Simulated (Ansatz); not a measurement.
# The perfect Ni wire along [111], 7 atoms a period

Aim: is the Ni wire along [111], 7 atoms a period a metal or a semiconductor?

Main program and level: Ansatz 0.2.0; DFT PBE, plane waves, PAW; relaxation of a wire's period; PAW set soft_1, in the first sound run; inputs show where later runs differ.

## Step 1: Set-up

The cell holds 7 atoms: 7 Ni. Cell: a = 9.289 Å, b = 9.674 Å, c = 6.097 Å, α = 90.0°, β = 90.0°, γ = 90.0°. Vacuum lies along a and b. The structure's axis is c.

## Step 2: Relaxation of atoms and period

Band widths follow the bond lengths, so the wire is relaxed first. The atoms and the third cell vector are free; the box across stays fixed as vacuum. Moments are seeded so that a magnetic state can form if it lies lower. A Fermi-Dirac smearing is set since the result may be a metal. The pressure printed is a third of the stress's trace over the whole box, vacuum included; only the stress along the axis is relaxed.

Input file input.yaml:

```yaml
crystal:
  lattice:
    - [9.289, 0.0, 0.0]
    - [0.0, 9.674, 0.0]
    - [0.0, 0.0, 6.0968188426]
  atoms:
    - { symbol: Ni, position: [0.500000854, 0.500003513, 0.0], spin: 0.8 }
    - { symbol: Ni, position: [0.36602433, 0.425730514, 0.333333333], spin: 0.8 }
    - { symbol: Ni, position: [0.500000854, 0.648549511, 0.333333333], spin: 0.8 }
    - { symbol: Ni, position: [0.633977379, 0.425730514, 0.333333333], spin: 0.8 }
    - { symbol: Ni, position: [0.36602433, 0.574276512, 0.666666667], spin: 0.8 }
    - { symbol: Ni, position: [0.500000854, 0.351457515, 0.666666667], spin: 0.8 }
    - { symbol: Ni, position: [0.633977379, 0.574276512, 0.666666667], spin: 0.8 }
magnetization:
  spin_polarized: true
kpoints:
  mp_grid: { grid: [1, 1, 14] }
scf:
  occupations: { method: fermi_dirac, width: 0.05 }
hamiltonian:
  xc: pbe
  pseudopotentials: { kind: paw, azcp: { folder: soft_1 } }
relax:
  cell: { fix: [a, b, alpha, beta, gamma] }
  max_steps: 45
  f_tol: 0.03
```

The run is started by

```sh
> ansatz run input.yaml --threads 4 --pin off --max-ram 16384MiB --backend cpu --events-out ev --progress --plain --runs-dir out
```

Numbers of over 12 decimals in the logs are rounded to 6 here.

The log of the run:

```text
Engine: ansatz 0.2.0, aarch64-unknown-linux-gnu
Pseudopotentials: kind: paw
Pseudopotential: Ni, paw, valence charge 18, recommended cutoff 420 eV (normal), soft_1/Ni.paw.azcp
Functional definition: PBE
  parameter kappa = 0.804
  parameter beta = 0.066725
  exchange = pbe_x(kappa = kappa, mu = beta*pi^2/3)
  correlation = pbe_c(beta = beta)
Crystal: 7 atoms, lattice volume = 547.871 Å³
Basis set: ecut = 420 eV, 10723 PW (Γ), exchange–correlation on 128×144×90 points (8 copies of the dense FFT grid, shifted against one another)
Bands: 79, of which v1, the nominal top of the filled ones, is band 63 counted from 1 (62 counted from 0)
Symmetry: 4 space group operations
Space group: P2/m (ITA 10), of the structure as read, at distance tolerance 8.2e-5 Å
Magnetic group: BNS 10.42 (UNI 49), of the structure as read, at distance tolerance 8.2e-5 Å
k-points: 8 of 14
Non-local potential: Ni, projectors of the file, l = 0: 3, l = 1: 2, l = 2: 3, l = 3: 1
PAW form: soft (Blöchl's): semilocal exchange-correlation on the pseudo side does not see the compensation charge
PAW one-centre angular grid: Ni, 590 points (default); XC on 64 Gauss nodes
Initial density: superposition of atomic densities (neutral atoms: chi_scale 0, normalization atom)
Starting moments: Σ|m| = 5.6 μB on 7 of 7 sites
Initial wavefunctions: pseudopotential atomic-orbital guess
Functional: x = pbe(κ = 0.804, μ = 0.219515), c = pbe(β = 0.066725)
SCF iter   1: F=—  HF=-40857.910149 eV  |F-HF|=—  |Δ(HF+E_count)|=         —  Δρ=2.95e-2 (↑2.95e-2 ↓1.71e-2)  dr2=1.77e1  dr2_m=6.09e-1  M=6.382 μB ∫|m|=6.510 μB  β_m=0.30  ethr=3.10e-3  ⟨swp⟩=8.1  Hψ=5949  notcnv=0  defer=23
Mixer restart at iter 1: flushing history
preconditioner: auto → LDOS  [metal: Δε(μ)=0.080 eV  Ē_g=4.673 eV  σ=0.050 eV  W_gap=0.37  n_scr=80 (ndim 8)  ℏωp=13.3 eV  f_vac=0.677  D(μ)=22.03/eV (n_scr^D=182)]
spin=Collinear: LDOS preconditioning applied to the charge; magnetization (m = ρ↑ − ρ↓) channel mixes plain (no charge-response kernel on spin).
SCF iter   2: F=—  HF=-40859.914264 eV  |F-HF|=—  |Δ(HF+E_count)|=    2.00e0  Δρ=2.05e-2 (↑2.05e-2 ↓1.02e-2)  dr2=4.67e0  dr2_m=7.15e-1  M=7.044 μB ∫|m|=7.191 μB  β_m=0.46  ethr=3.10e-3  ⟨swp⟩=3.0  Hψ=2278  notcnv=0  defer=74
SCF iter   3: F=—  HF=-40864.459006 eV  |F-HF|=—  |Δ(HF+E_count)|=    4.54e0  Δρ=7.35e-3 (↑6.20e-3 ↓7.35e-3)  dr2=1.56e-1  dr2_m=1.93e-1  M=7.586 μB ∫|m|=7.852 μB  β_m=0.64  ethr=3.10e-3  ⟨swp⟩=3.0  Hψ=2142  notcnv=0  defer=73
SCF iter   4: F=—  HF=-40865.482656 eV  |F-HF|=—  |Δ(HF+E_count)|=         —  Δρ=2.82e-3 (↑1.73e-3 ↓2.82e-3)  dr2=6.98e-2  dr2_m=4.13e-3  M=7.507 μB ∫|m|=7.875 μB  β_m=0.64  ethr=1.23e-4  ⟨swp⟩=3.2  Hψ=2271  notcnv=0  defer=73
SCF iter   5: F=—  HF=-40865.543939 eV  |F-HF|=—  |Δ(HF+E_count)|=   6.13e-2  Δρ=2.02e-3 (↑2.02e-3 ↓1.96e-3)  dr2=4.63e-2  dr2_m=1.02e-3  M=7.583 μB ∫|m|=7.980 μB  β_m=0.52  ethr=5.54e-5  ⟨swp⟩=2.1  Hψ=2299  notcnv=0  defer=73
SCF iter   6: F=—  HF=-40865.530998 eV  |F-HF|=—  |Δ(HF+E_count)|=   1.29e-2  Δρ=9.39e-4 (↑9.39e-4 ↓6.94e-4)  dr2=5.20e-3  dr2_m=1.28e-3  M=7.538 μB ∫|m|=7.936 μB  β_m=0.76  ethr=3.67e-5  ⟨swp⟩=2.0  Hψ=2138  notcnv=0  defer=73
SCF iter   7: F=—  HF=-40865.534217 eV  |F-HF|=—  |Δ(HF+E_count)|=   3.22e-3  Δρ=8.52e-4 (↑6.57e-4 ↓8.52e-4)  dr2=6.17e-3  dr2_m=4.09e-4  M=7.514 μB ∫|m|=7.920 μB  β_m=0.60  ethr=4.13e-6  ⟨swp⟩=2.0  Hψ=2359  notcnv=0  defer=73
SCF iter   8: F=—  HF=-40865.532866 eV  |F-HF|=—  |Δ(HF+E_count)|=   1.35e-3  Δρ=2.09e-4 (↑7.23e-5 ↓2.09e-4)  dr2=4.73e-5  dr2_m=7.99e-5  M=7.508 μB ∫|m|=7.916 μB  β_m=0.68  ethr=4.13e-6  ⟨swp⟩=2.0  Hψ=2341  notcnv=0  defer=73
SCF iter   9: F=—  HF=-40865.532965 eV  |F-HF|=—  |Δ(HF+E_count)|=   9.93e-5  Δρ=1.26e-4 (↑3.87e-5 ↓1.26e-4)  dr2=2.47e-5  dr2_m=2.63e-5  M=7.509 μB ∫|m|=7.917 μB  β_m=0.84  ethr=3.75e-8  ⟨swp⟩=2.5  Hψ=2214  notcnv=0  defer=73
SCF iter  10: F=—  HF=-40865.533055 eV  |F-HF|=—  |Δ(HF+E_count)|=   8.95e-5  Δρ=6.34e-5 (↑1.51e-5 ↓6.34e-5)  dr2=1.84e-5  dr2_m=5.96e-6  M=7.511 μB ∫|m|=7.919 μB  β_m=0.76  ethr=1.96e-8  ⟨swp⟩=2.1  Hψ=2324  notcnv=0  defer=73
SCF iter  11: F=—  HF=-40865.533062 eV  |F-HF|=—  |Δ(HF+E_count)|=   6.84e-6  Δρ=2.59e-5 (↑1.45e-5 ↓2.59e-5)  dr2=2.09e-6  dr2_m=1.11e-6  M=7.513 μB ∫|m|=7.921 μB  β_m=0.83  ethr=1.46e-8  ⟨swp⟩=2.0  Hψ=1820  notcnv=0  defer=73
SCF iter  12: F=—  HF=-40865.533064 eV  |F-HF|=—  |Δ(HF+E_count)|=   2.71e-6  Δρ=1.49e-5 (↑6.06e-6 ↓1.49e-5)  dr2=4.67e-7  dr2_m=4.95e-7  M=7.514 μB ∫|m|=7.922 μB  β_m=0.91  ethr=1.66e-9  ⟨swp⟩=2.0  Hψ=2259  notcnv=0  defer=73
SCF iter  13: F=—  HF=-40865.533064 eV  |F-HF|=—  |Δ(HF+E_count)|=   2.32e-7  Δρ=5.96e-6 (↑3.26e-6 ↓5.96e-6)  dr2=2.91e-7  dr2_m=5.33e-8  M=7.514 μB ∫|m|=7.922 μB  β_m=0.81  ethr=3.71e-10  ⟨swp⟩=2.0  Hψ=2036  notcnv=0  defer=73
SCF iter  14: F=—  HF=-40865.533065 eV  |F-HF|=—  |Δ(HF+E_count)|=   4.85e-8  Δρ=2.81e-6 (↑2.63e-6 ↓2.81e-6)  dr2=8.25e-8  dr2_m=7.37e-9  M=7.514 μB ∫|m|=7.922 μB  β_m=0.64  ethr=2.31e-10  ⟨swp⟩=2.1  Hψ=2004  notcnv=0  defer=73
SCF iter  15: F=-40865.533064 eV  HF=-40865.533064 eV  |F-HF|=2.13e-8  |Δ(HF+E_count)|=   1.83e-8  Δρ=2.47e-6 (↑6.97e-7 ↓2.47e-6)  dr2=2.32e-8  dr2_m=8.03e-9  M=7.514 μB ∫|m|=7.923 μB  ethr=6.54e-11  ⟨swp⟩=2.0  Hψ=3889  notcnv=0
SCF 1 converged in 15 iterations: F = -40865.533064 eV  dr2 = 2.32e-8
  greatest PAW one-centre occupation: 1.001 electrons in one spin orbital (limit 2), on the Ni atom at site 6 (counted from 0), in its partial waves of l = 1
relax step   1: F+E_penalty+E_count = -40865.53306448 eV  Δ(F+E_penalty+E_count) = +0.000e0 eV  max|allowed force component| = 1.561e0 eV/Å  Δτ_max = 0.0000 Å  P = -2.277 GPa  Ω = 547.871 Å³  fix = [a, b, alpha, beta, gamma]  reactions: a -1.896, b -1.916 GPa; alpha -0.003 GPa/rad  (15 SCF iters, dr2 threshold 1.00e-7 eV, accepted)
Crystal: 7 atoms, lattice volume = 534.297 Å³
Basis set: ecut = 420 eV, 10417 PW (Γ), exchange–correlation on 128×144×90 points (8 copies of the dense FFT grid, shifted against one another)
Initial density: handed on by an earlier stage of this run
Starting moments: Σ|m| = 5.6 μB on 7 of 7 sites; this step starts from the density that it was given
Initial wavefunctions: those handed on with the density
iter 1 solved again at ethr=1.98e-4 eV; its pass at ethr=3.10e-3 eV (dr2=2.49e-1 eV) is discarded
SCF iter   1: F=—  HF=-40866.184422 eV  |F-HF|=—  |Δ(HF+E_count)|=         —  Δρ=4.95e-3 (↑4.87e-3 ↓4.95e-3)  dr2=2.57e-1  dr2_m=6.21e-2  M=7.367 μB ∫|m|=7.772 μB  β_m=0.30  ethr=1.98e-4  ⟨swp⟩=2.3  Hψ=6686  notcnv=0
[...]
relax step   5: F+E_penalty+E_count = -40866.37518778 eV  Δ(F+E_penalty+E_count) = -6.614e-4 eV  max|allowed force component| = 1.107e-3 eV/Å  Δτ_max = 0.0023 Å  P = +0.038 GPa  Ω = 511.027 Å³  energy of the carried Pulay correction = +3.394e-3 eV  fix = [a, b, alpha, beta, gamma]  reactions: a +0.068, b +0.038 GPa; alpha -0.003 GPa/rad  (9 SCF iters, dr2 threshold 7.83e-8 eV, accepted)
Basis set: ecut = 420 eV, 10037 PW (Γ), exchange–correlation on 128×144×80 points (8 copies of the dense FFT grid, shifted against one another)
Initial wavefunctions: pseudopotential atomic-orbital guess (no wavefunctions were taken with the density)
iter 1 solved again at ethr=1.10e-6 eV; its pass at ethr=3.10e-3 eV (dr2=1.38e-3 eV) is discarded
SCF iter   1: F=—  HF=-40866.369956 eV  |F-HF|=—  |Δ(HF+E_count)|=         —  Δρ=2.17e-4 (↑7.40e-5 ↓2.17e-4)  dr2=2.43e-4  dr2_m=3.10e-5  M=6.832 μB ∫|m|=7.238 μB  β_m=0.65  ethr=1.10e-6  ⟨swp⟩=3.2  Hψ=8897  notcnv=0
preconditioner: auto → LDOS  [metal: Δε(μ)=0.082 eV  Ē_g=4.811 eV  σ=0.050 eV  W_gap=0.38  n_scr=22 (ndim 8)  ℏωp=13.7 eV  f_vac=0.712  D(μ)=12.15/eV (n_scr^D=74)]
spin=Collinear: LDOS preconditioning applied to the charge; magnetization (m = ρ↑ − ρ↓) channel mixes plain (no charge-response kernel on spin).
SCF iter   2: F=—  HF=-40866.370014 eV  |F-HF|=—  |Δ(HF+E_count)|=   5.80e-5  Δρ=7.56e-5 (↑7.56e-5 ↓6.48e-5)  dr2=8.89e-5  dr2_m=2.19e-7  M=6.828 μB ∫|m|=7.235 μB  β_m=0.58  ethr=1.93e-7  ⟨swp⟩=2.0  Hψ=1469  notcnv=0
SCF iter   3: F=—  HF=-40866.370007 eV  |F-HF|=—  |Δ(HF+E_count)|=   7.01e-6  Δρ=4.02e-5 (↑3.58e-5 ↓4.02e-5)  dr2=4.26e-6  dr2_m=5.55e-6  M=6.824 μB ∫|m|=7.231 μB  β_m=0.79  ethr=7.06e-8  ⟨swp⟩=1.8  Hψ=1355  notcnv=0
SCF iter   4: F=—  HF=-40866.370023 eV  |F-HF|=—  |Δ(HF+E_count)|=   1.62e-5  Δρ=4.95e-5 (↑4.95e-5 ↓2.70e-5)  dr2=1.90e-5  dr2_m=7.29e-7  M=6.824 μB ∫|m|=7.230 μB  β_m=0.79  ethr=3.38e-9  ⟨swp⟩=2.3  Hψ=2479  notcnv=0
SCF iter   5: F=—  HF=-40866.370018 eV  |F-HF|=—  |Δ(HF+E_count)|=   4.61e-6  Δρ=1.36e-5 (↑7.25e-6 ↓1.36e-5)  dr2=2.03e-6  dr2_m=6.52e-8  M=6.822 μB ∫|m|=7.229 μB  β_m=0.61  ethr=3.38e-9  ⟨swp⟩=2.0  Hψ=2317  notcnv=0
SCF iter   6: F=—  HF=-40866.370018 eV  |F-HF|=—  |Δ(HF+E_count)|=   6.62e-7  Δρ=3.02e-6 (↑1.52e-6 ↓3.02e-6)  dr2=1.76e-8  dr2_m=1.95e-8  M=6.822 μB ∫|m|=7.229 μB  β_m=0.73  ethr=1.61e-9  ⟨swp⟩=2.0  Hψ=1817  notcnv=0
SCF iter   7: F=—  HF=-40866.370018 eV  |F-HF|=—  |Δ(HF+E_count)|=  7.06e-10  Δρ=1.29e-6 (↑4.69e-7 ↓1.29e-6)  dr2=7.47e-9  dr2_m=2.16e-9  M=6.822 μB ∫|m|=7.228 μB  β_m=0.82  ethr=1.40e-11  ⟨swp⟩=2.3  Hψ=2383  notcnv=0
SCF iter   8: F=—  HF=-40866.370018 eV  |F-HF|=—  |Δ(HF+E_count)|=   4.58e-9  Δρ=5.14e-7 (↑4.31e-7 ↓5.14e-7)  dr2=1.29e-9  dr2_m=6.26e-10  M=6.822 μB ∫|m|=7.228 μB  β_m=0.82  ethr=5.93e-12  ⟨swp⟩=2.0  Hψ=1862  notcnv=0
SCF iter   9: F=—  HF=-40866.370017 eV  |F-HF|=—  |Δ(HF+E_count)|=   4.64e-7  Δρ=3.41e-7 (↑1.63e-7 ↓3.41e-7)  dr2=4.09e-10  dr2_m=1.53e-10  M=6.822 μB ∫|m|=7.228 μB  β_m=0.91  ethr=1.03e-12  ⟨swp⟩=4.1  Hψ=3352  notcnv=0
SCF iter  10: F=—  HF=-40866.370017 eV  |F-HF|=—  |Δ(HF+E_count)|=   1.19e-8  Δρ=1.79e-7 (↑1.55e-7 ↓1.79e-7)  dr2=2.60e-10  dr2_m=2.67e-11  M=6.822 μB ∫|m|=7.228 μB  β_m=0.90  ethr=1.00e-12  ⟨swp⟩=2.9  Hψ=2210  notcnv=0
SCF iter  11: F=—  HF=-40866.370017 eV  |F-HF|=—  |Δ(HF+E_count)|=   1.04e-9  Δρ=1.00e-7 (↑1.00e-7 ↓7.09e-8)  dr2=8.27e-11  dr2_m=3.19e-12  M=6.822 μB ∫|m|=7.228 μB  β_m=0.73  ethr=1.00e-12  ⟨swp⟩=2.2  Hψ=1875  notcnv=0
SCF iter  12: F=—  HF=-40866.370017 eV  |F-HF|=—  |Δ(HF+E_count)|=   1.01e-9  Δρ=3.41e-8 (↑3.41e-8 ↓2.61e-8)  dr2=1.16e-11  dr2_m=1.38e-12  M=6.822 μB ∫|m|=7.228 μB  β_m=0.73  ethr=1.00e-12  ⟨swp⟩=2.0  Hψ=1796  notcnv=0
SCF iter  13: F=-40866.370017 eV  HF=-40866.370017 eV  |F-HF|=5.82e-11  |Δ(HF+E_count)|=  3.93e-10  Δρ=7.45e-8 (↑2.43e-8 ↓7.45e-8)  dr2=3.78e-11  dr2_m=3.63e-12  M=6.822 μB ∫|m|=7.228 μB  ethr=1.00e-12  ⟨swp⟩=2.8  Hψ=3813  notcnv=0
SCF 6 converged in 13 iterations: F = -40866.370017 eV  dr2 = 3.78e-11
relax step   6: F+E_penalty+E_count = -40866.37001731 eV  Δ(F+E_penalty+E_count) = +5.170e-3 eV  max|allowed force component| = 1.424e-3 eV/Å  Δτ_max = 0.0000 Å  P = +0.044 GPa  Ω = 511.027 Å³  fix = [a, b, alpha, beta, gamma]  reactions: a +0.072, b +0.042 GPa; alpha -0.003 GPa/rad  stress off target by 1.72e-2 GPa on what of the cell is left free  SCF on the basis re-selected at this cell (its energy is not comparable with the rows above)  (13 SCF iters)
basis re-selected at this cell: Δ(F+E_penalty+E_count) = +5.170e-3 eV, ΔP = +0.006 GPa vs the last step (what re-selecting the basis moved, of the pressure what is left beyond the Pulay correction that the steps carried, after the strain that the cell walked since its last selection, with what the two solves' SCF thresholds leave and, on support functions, any second-order correction that the steps lacked; it is no measure of the basis error at this ecutwfc). The dense FFT grid was sized anew with the basis: this SCF ran on 64×72×40 points, the steps before it on 64×72×45, so part of this shift can come from that change (see relax.cell in the input reference). [rest of the remark cut]
SCF converged after 13 iterations
Magnetization: 6.8224 μB (66.4112 up, 59.5888 down)
Absolute magnetization: 7.2328 μB (∫|ρ↑−ρ↓|, with the PAW one-centre terms)
Spin contamination: 0.0600 ħ² per cell (⟨S²⟩ above its minimum at these occupations)
Per-site moments (μB) at R_I (Å): [(0.674272, 0.954079), (0.919354, 0.954789), (0.915483, 0.954079), (0.919354, 0.954789), (0.919354, 0.954789), (0.915483, 0.954079), (0.919354, 0.954789)]
Free energy (F): -40866.370017 eV
Harris-Foulkes:  -40866.370017 eV  (|F-HF|=5.82e-11)
Internal energy: -40866.269126 eV  (E = F + TS)
E sigma→0 (E₀):  -40866.319571 eV
Entropy (-TS):   -0.100892 eV (-14.413 meV/atom)
Fermi energy:    -0.827449 eV
--- Per-component energies (eV) ---
  E_band       = -4337.522172
  E_kinetic    = 2366.919906
  E_local      = -72092.741670  (includes V_loc(G=0)·N_el)
  E_nonlocal   = -792.952640
  E_hartree    = 35715.627409
  E_xc         = -772.452173
  E_vxc        = -994.844803  (∫ρ·V_xc dr)
  E_paw        = -11631.154056  (= ΣΔE_a)
  E_vpaw       = -4255.163833  (= ΣTr[D̂ρ^β])
  E_aug_tail   = 0.006045  (compensation charges beyond the density's cutoff)
  E_ewald      = 6340.478054
  E_smearing   = -0.100892  (= −TS)
  E_closure    = -0.000000  (closes the sum)
  Σ components = -40866.370017   (vs F -40866.370017, Δ=0.00e0)
--- Forces (eV/Å), atoms counted from 1 ---
  atom   1  Ni     0.00000000     0.00000000     0.00000000
  atom   2  Ni     0.00094425     0.00020046    -0.00074667
  atom   3  Ni     0.00000000    -0.00033929    -0.00142449
  atom   4  Ni    -0.00094425     0.00020046    -0.00074667
  atom   5  Ni     0.00094425    -0.00020046     0.00074667
  atom   6  Ni     0.00000000     0.00033929     0.00142449
  atom   7  Ni    -0.00094425    -0.00020046     0.00074667
  max |Σ_I F_I| component: 2.17e-19 eV/Å
--- Stress (GPa, compression-positive) ---
        0.072434       0.000000       0.000000
        0.000000       0.041746       0.002783
        0.000000       0.002783       0.017197
  P = ⅓ Tr σ = 0.0438 GPa (0.438 kbar)
--- Relaxed structure (5 steps of the walk, 5 accepted, 1 SCFs on fresh bases) ---
  F+E_penalty+E_count = -40866.37001731 eV   max|allowed force component| = 1.424e-3 eV/Å   (the final SCF, on the basis selected at the relaxed cell)
  cell:  # Å, volume = 511.0267 Å³
    - [9.289, 0.0, 0.0]
    - [0.0, 9.674, 0]
    - [0.0, 0, 5.686808]
  atoms:
    - { symbol: Ni, position: [0.5, 0.5, 1.473455200340941e-19] }
    - { symbol: Ni, position: [0.374152, 0.429993, 0.330493] }
    - { symbol: Ni, position: [0.5, 0.639673, 0.330097] }
    - { symbol: Ni, position: [0.625848, 0.429993, 0.330493] }
    - { symbol: Ni, position: [0.374152, 0.570007, 0.669507] }
    - { symbol: Ni, position: [0.5, 0.360327, 0.669903] }
    - { symbol: Ni, position: [0.625848, 0.570007, 0.669507] }
```

It took 83 s on 4 threads of Arm Neoverse V2, shared host; peak memory 1.5 GiB; 5.4 min of CPU time.

(Part 1 of 2 ends here.)

[Logs are printed without paths, hosts, clocks, repeated set-up lines and the standing remarks that a program may print on its own settings, such as how far it seeks lower states.]

[Hosts, paths, dates, database ids (printed as entryN), source tags and the programs' standing remarks are cut or masked in the printed files.]
